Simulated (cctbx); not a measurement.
# Accept or mend?

Cell a = 3.7410 Å, b = 9.9010 Å, c = 10.4000 Å, α = 90.00°, β = 90.00°, γ = 90.00°; space group Cmcm (no. 63). The compound is Ga2SiO5.

The data are simulated with cctbx, not measured: Ga Kα, λ = 1.3414 Å, to d = 0.83 Å, 95 % of the full sphere, strongest reflection 20000 counts, noise from counting, a 6 % proportional error and a noise floor of 2 counts (s.d.); no absorption.

An anisotropic refinement with weights 1/σ² prints:

```text
Rint 0.050, 214 unique reflections to 0.83 A
cycle     R1     wR2    GooF  max shift (A)
   1  0.0517  0.1315   3.707   0.00810
   2  0.0176  0.0516   1.456   0.00001
final R1 0.0176 wR2 0.0516 GooF 1.456  parameters 26  data/parameter 8.2
atom        x        y        z      Ueq    occ   su(xyz)  su(Uiso or U11)
Ga1    0.50000  0.36200  0.56368   0.0277  1.000  0.00005  0.0004
Si1    0.50000  0.32372  0.25000   0.0354  1.000  0.00021  0.0010
O1     0.50000  0.44885  0.12158   0.0348  1.000  0.00034  0.0016
O2     0.00000  0.30249  0.56617   0.0312  1.000  0.00036  0.0018
O3     0.50000  0.25383  0.75000   0.0339  1.000  0.00048  0.0024
difference map: max 0.55 min -0.30 rms 0.11
Q1    0.0000  0.2014  0.7500    4    0.57  0.25 A from Si1
Q2    0.0000  0.2699  0.2500    4    0.42  0.24 A from O3
Q3    0.0000  0.0108  0.6219    8    0.37  0.40 A from O1
Q4    0.0838  0.3152  0.5587   16    0.33  0.35 A from O2
Q5    0.0000  0.4809  0.7500    4    0.31  2.40 A from O1
Q6    0.0820  0.4094  0.5603   16    0.20  1.10 A from O2
```

Q: Accept it or mend it, and why?

Mend it. The fault: dispersion terms of the wrong wavelength (0.71073 Å). Against the right model at the same level, R1 goes from 0.0122 to 0.0176 and GooF from 0.88 to 1.46. f′ and f″ must be those of the data's wavelength; the error mimics a mistyped heavy atom. The signs are weak, and the output alone doesn't single this fault out.

The compound is Ga2SiO5. The right model at the same level gives:

```text
Rint 0.050, 214 unique reflections to 0.83 A
cycle     R1     wR2    GooF  max shift (A)
   1  0.0124  0.0327   0.921   0.00065
   2  0.0122  0.0313   0.881   0.00000
final R1 0.0122 wR2 0.0313 GooF 0.881  parameters 26  data/parameter 8.2
atom        x        y        z      Ueq    occ   su(xyz)  su(Uiso or U11)
Ga1    0.50000  0.36196  0.56371   0.0241  1.000  0.00003  0.0002
Si1    0.50000  0.32364  0.25000   0.0414  1.000  0.00013  0.0006
O1     0.50000  0.44951  0.12110   0.0409  1.000  0.00020  0.0010
O2     0.00000  0.30232  0.56627   0.0368  1.000  0.00022  0.0011
O3     0.50000  0.25343  0.75000   0.0392  1.000  0.00029  0.0015
difference map: max 0.33 min -0.22 rms 0.06
Q1    0.0000  0.4773  0.7500    4    0.35  2.41 A from O1
Q2    0.1025  0.4175  0.5641   16    0.24  1.20 A from O2
Q3    0.0000  0.2728  0.0108    8    0.19  0.85 A from O2
Q4    0.2055  0.3729  0.7500    8    0.19  1.62 A from O3
Q5    0.0000  0.4799  0.1165    8    0.14  1.90 A from O1
Q6    0.0000  0.0352  0.0530    8    0.14  1.02 A from Ga1
```

The model was made for the exercise: a known structure type with other elements put in, its volume estimated, not relaxed; displacement parameters are assumed.

[Middle refinement cycles are left out of these outputs.]

[Logs are printed without paths, hosts, clocks, repeated set-up lines and the standing remarks that a program may print on its own settings, such as how far it seeks lower states.]
